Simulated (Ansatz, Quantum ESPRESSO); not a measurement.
# MgO (Periclase): from the cell to the phonon bands, part 3 of 4

Aim: the phonon dispersion of MgO (Periclase), checked by a second program.

Quantum ESPRESSO 7.5; DFT LDA, scalar-relativistic, plane waves, GBRV ultrasoft pseudopotentials.

So far, highest frequency (cm⁻¹): step 7 (interpolated phonon bands) 716. The relaxed cell has a = 4.161 Å (conventional setting).

The database entry behind the starting cell differs from later determinations by our own check (about 0.1 % long), so it need not match the best structure at ambient conditions.

### 9. Modes with the sum rule

A rigid shift of the crystal must cost nothing, but grids and finite bases break this; the acoustic sum rule is imposed before the matrix is diagonalised again. With Born charges the intensities follow, and the static dielectric tensor.

dynmat.in reads:

```
 &input
    fildyn='x.dyn1',
    asr='simple',
    fileig='dynmat.eig',
    lperm=.true.,
 /
```

The run is started by

```console
dynmat.x -in dynmat.in > dynmat.out
```

Numbers of over 12 decimals in the logs are rounded to 6 here.

The program printed:

```text
[banner, memory and clock lines left out]
Program DYNMAT v.7.5

     Reading Dynamical Matrix from file x.dyn1
     ...Force constants read
     ...epsilon and Z* read
     A direction for q was not specified:TO-LO splitting will be absent

     Polarizability (A^3 units)
     multiply by 0.578519 for Clausius-Mossotti correction
         3.133722   -0.000000   -0.000000
        -0.000000    3.133722    0.000000
        -0.000000    0.000000    3.133722

     IR activities are in (D/A)^2/amu units

# mode   [cm-1]    [THz]      IR
    1     -0.00   -0.0000    0.0000
    2     -0.00   -0.0000    0.0000
    3     -0.00   -0.0000    0.0000
    4    409.67   12.2815    9.2917
    5    409.67   12.2815    9.2917
    6    409.67   12.2815    9.2917

Electronic dielectric permittivity tensor (relative, adimensional)
         3.185652   -0.000000   -0.000000
        -0.000000    3.185652    0.000000
        -0.000000    0.000000    3.185652

 ... with zone-center polar mode contributions
         9.739563   -0.000000    0.000000
        -0.000000    9.739563    0.000000
         0.000000    0.000000    9.739563
```

Wall time 0.5 s (1 thread of Arm Neoverse N1, shared host).

Read from the output:

* highest optical zone-centre mode (no LO-TO term): 409.7 cm⁻¹
* lowest optical zone-centre mode: 409.7 cm⁻¹
* mean static dielectric constant: 9.740

Unit eigenvectors of the mass-weighted matrix after the sum rule; no LO-TO term. Modes at Γ, with each element's share of the kinetic energy:

```csv
mode,frequency (cm⁻¹),symmetry,Mg %,O %
1,0.0,acoustic,60,40
2,0.0,acoustic,60,40
3,0.0,acoustic,60,40
4,409.7,T1u,40,60
5,409.7,T1u,40,60
6,409.7,T1u,40,60
```

Displacements in mode 6 (409.7 cm⁻¹), the largest set to 1:
```
Mg1 -0.21 -0.26 -0.66
O2   0.32  0.39  1.00
```

Degenerate modes summed, no LO-TO term. Lines of the infrared spectrum (strongest = 100):

| position (cm⁻¹) | lines merged | label | IR intensity, relative |
| --- | --- | --- | --- |
| 410 | 3 | T1u | 100 |

Static dielectric tensor (ions relaxed, fixed cell):

```
9.74 0.00 0.00
0.00 9.74 0.00
0.00 0.00 9.74
```

The rule moves no optical mode by more than 0.1 cm⁻¹.

### 10. Sum rules set otherwise: a sum rule for molecules or wires on a crystal

This rule also removes rotations, which suits wires and not a crystal; it is tried to see the harm.

dynmat.in reads:

```
 &input
    fildyn='x.dyn1',
    asr='one-dim',
    fileig='dynmat.eig',
    lperm=.true.,
 /
```

The run is started by

```console
dynmat.x -in dynmat.in > dynmat.out
```

The program printed:

```text
[banner, memory and clock lines left out]
Program DYNMAT v.7.5

     Reading Dynamical Matrix from file x.dyn1
     ...Force constants read
     ...epsilon and Z* read
asr rotation axis in 1D system=    3
     Acoustic Sum Rule: || Z*(ASR) - Z*(orig)|| =    2.787714E+00
     Acoustic Sum Rule: ||dyn(ASR) - dyn(orig)||=    2.450298E-01
     A direction for q was not specified:TO-LO splitting will be absent

     Polarizability (A^3 units)
     multiply by 0.578519 for Clausius-Mossotti correction
         3.133722   -0.000000   -0.000000
        -0.000000    3.133722    0.000000
        -0.000000    0.000000    3.133722

     IR activities are in (D/A)^2/amu units

# mode   [cm-1]    [THz]      IR
    1     -0.00   -0.0000    0.0000
    2     -0.00   -0.0000    0.0000
    3      0.00    0.0000    0.0000
    4      0.00    0.0000    0.0000
    5    409.60   12.2796    9.2917
    6    409.60   12.2796    9.2917

Electronic dielectric permittivity tensor (relative, adimensional)
         3.185652   -0.000000   -0.000000
        -0.000000    3.185652    0.000000
        -0.000000    0.000000    3.185652

 ... with zone-center polar mode contributions
         6.463595   -3.277944    0.000000
        -3.277944    6.463595   -0.000000
         0.000000   -0.000000    9.741539
```

The job ended after 0.5 s (1 thread).

The run ended normally, but on settings that are not sound.

The fault: a sum rule for molecules or wires on a crystal; 1 optical mode is projected out to zero frequency, as if it were a rotation, and the static dielectric tensor is spoilt.

For a crystal the rule has to be 'simple' or 'crystal'.

Zone-centre frequencies as printed; negative means imaginary. Modes:

| mode | frequency (cm⁻¹) |
| --- | --- |
| 1 | 0 |
| 2 | 0 |
| 3 | 0 |
| 4 | 0 |
| 5 | 409.6 |
| 6 | 409.6 |

### 11. Sum rules set otherwise (asr crystal)

The rule can be imposed in more than one way; the choices should agree where the raw error is small.

dynmat.in reads:

```
 &input
    fildyn='x.dyn1',
    asr='crystal',
    fileig='dynmat.eig',
    lperm=.true.,
 /
```

The run is started by

```console
dynmat.x -in dynmat.in > dynmat.out
```

The program printed:

```text
[banner, memory and clock lines left out]
Program DYNMAT v.7.5

     Reading Dynamical Matrix from file x.dyn1
     ...Force constants read
     ...epsilon and Z* read
     Acoustic Sum Rule: || Z*(ASR) - Z*(orig)|| =    1.124855E-03
     Acoustic Sum Rule: ||dyn(ASR) - dyn(orig)||=    1.570348E-04
     A direction for q was not specified:TO-LO splitting will be absent

     Polarizability (A^3 units)
     multiply by 0.578519 for Clausius-Mossotti correction
         3.133722   -0.000000   -0.000000
        -0.000000    3.133722    0.000000
        -0.000000    0.000000    3.133722

     IR activities are in (D/A)^2/amu units

# mode   [cm-1]    [THz]      IR
    1     -0.00   -0.0000    0.0000
    2     -0.00   -0.0000    0.0000
    3     -0.00   -0.0000    0.0000
    4    409.60   12.2796    9.2917
    5    409.60   12.2796    9.2917
    6    409.60   12.2796    9.2917

Electronic dielectric permittivity tensor (relative, adimensional)
         3.185652   -0.000000   -0.000000
        -0.000000    3.185652    0.000000
        -0.000000    0.000000    3.185652

 ... with zone-center polar mode contributions
         9.741539    0.000000    0.000000
         0.000000    9.741539    0.000000
         0.000000    0.000000    9.741539
```

The job ended after 0.5 s (1 thread).

Read from the output:

* highest optical zone-centre mode (no LO-TO term): 409.6 cm⁻¹
* lowest optical zone-centre mode: 409.6 cm⁻¹
* mean static dielectric constant: 9.742

Zone-centre frequencies as printed; negative means imaginary. Modes:

| mode | frequency (cm⁻¹) |
| --- | --- |
| 1 | 0 |
| 2 | 0 |
| 3 | 0 |
| 4 | 409.6 |
| 5 | 409.6 |
| 6 | 409.6 |

Against the first rule no mode moves by more than 0.1 cm⁻¹.

### 12. Modes along a direction of q (1 0 0)

A longitudinal polar mode sets up a macroscopic field that stiffens it; the term hangs on the direction from which q goes to zero.

dynmat.in reads:

```
 &input
    fildyn='x.dyn1',
    asr='simple',
    fileig='dynmat.eig',
    q(1)=1.0,
    q(2)=0.0,
    q(3)=0.0,
 /
```

The run is started by

```console
dynmat.x -in dynmat.in > dynmat.out
```

The program printed:

```text
[banner, memory and clock lines left out]
Program DYNMAT v.7.5

     Reading Dynamical Matrix from file x.dyn1
     ...Force constants read
     ...epsilon and Z* read

     Polarizability (A^3 units)
     multiply by 0.578519 for Clausius-Mossotti correction
         3.133722   -0.000000   -0.000000
        -0.000000    3.133722    0.000000
        -0.000000    0.000000    3.133722

     IR activities are in (D/A)^2/amu units

# mode   [cm-1]    [THz]      IR
    1     -0.00   -0.0000    0.0000
    2     -0.00   -0.0000    0.0000
    3      0.00    0.0000    0.0000
    4    409.67   12.2815    9.2917
    5    409.67   12.2815    9.2917
    6    716.31   21.4744    9.2917
```

The job ended after 0.49 s (1 thread).

Read from the output:

- highest mode moved by the LO-TO term: 716.3 cm⁻¹

Zone-centre frequencies as printed; negative means imaginary. Modes:

```csv
mode,frequency (cm⁻¹)
1,0
2,0
3,0
4,409.7
5,409.7
6,716.3
```

The field moves one mode, from 410 to 716 cm⁻¹; the others stay.

### 13. The dispersion under another sum rule (asr all)

The sum rule corrects the force constants themselves, so it can shift branches at any wavevector, low ones most.

matdyn.in reads:

```
 &input
    asr='all',
    flfrc='x.fc',
    flfrq='x.freq',
    flvec='x.modes',
    q_in_band_form=.true.,
    q_in_cryst_coord=.true.,
 /
8
  0.0000000   0.0000000   0.0000000   8  ! GAMMA
 -0.0000000   0.5000000   0.5000000   8  ! X
 -0.0000000   0.6250000   0.3750000   1  ! U
 -0.3750000   0.3750000   0.0000000   8  ! K
  0.0000000   0.0000000   0.0000000   8  ! GAMMA
 -0.0000000   0.5000000  -0.0000000   8  ! L
 -0.2500000   0.5000000   0.2500000   8  ! W
 -0.0000000   0.5000000   0.5000000   1  ! X
```

The run is started by

```console
matdyn.x -in matdyn.in > matdyn.out
```

The program printed:

```text
[banner, memory and clock lines left out]
Program MATDYN v.7.5

 mass for atomic type   1 not given; uses mass from file x.fc
 mass for atomic type   2 not given; uses mass from file x.fc

     WARNING: To use asr = 'all' for infrared-active solids, i.e., solids with nonzero
     Born effective charge, one must set read_lr = .true. in the matdyn.x input. Also,
     the flfrc file must have been constructed with write_lr = .true. in the q2r.x input.
     If the system is infrared inactive and you have nonzero Born effective charge due to
     numerical noise, you can ignore this warning.

 Norm of the difference between old and new effective charges:    1.6542e-16

 Huang before:    1   1   1   2,   residual stress:  -1.22015e-11
 Huang before:    1   1   1   3,   residual stress:   4.08e-14
 Huang before:    1   1   2   2,   residual stress:  -5.5478e-11
 Huang before:    1   1   2   3,   residual stress:   9.02118e-11
 Huang before:    1   1   3   3,   residual stress:  -3.3e-14
 Huang before:    1   2   1   3,   residual stress:  -0.000000
 Huang before:    1   2   2   2,   residual stress:  -2.2407e-12
 Huang before:    1   2   2   3,   residual stress:   0.000000
 Huang before:    1   2   3   3,   residual stress:  -9.02146e-11
 Huang before:    1   3   2   2,   residual stress:   1.94e-14
 Huang before:    1   3   2   3,   residual stress:  -0.000000
 Huang before:    1   3   3   3,   residual stress:  -4.29e-14
 Huang before:    2   2   2   3,   residual stress:   2.2967e-12
 Huang before:    2   2   3   3,   residual stress:   5.5471e-11
 Huang before:    2   3   3   3,   residual stress:   1.22799e-11

 Norm of the difference between old and new force-constants:   1.96293e-05

   You are using asr="all", please consider citing C. Lin, S. Ponc\'e and N. Marzari, npj Comput Mater 8, 236 (2022).
```

Run time: 0.54 s. Hardware: 1 thread.

At the labelled points the branches move by no more than 0.1 cm⁻¹. The log warns that this rule wants the long-range part of the force constants stored apart (write_lr, read_lr) in a polar crystal, which was not done.

(Continued in part 4 of 4.)

[Host names and launcher messages were left out of these logs when they were recorded.]

[Logs are printed without paths, hosts, clocks, repeated set-up lines and the standing remarks that a program may print on its own settings, such as how far it seeks lower states.]

[Hosts, paths, dates, database ids (printed as entryN), source tags and the programs' standing remarks are cut or masked in the printed files.]
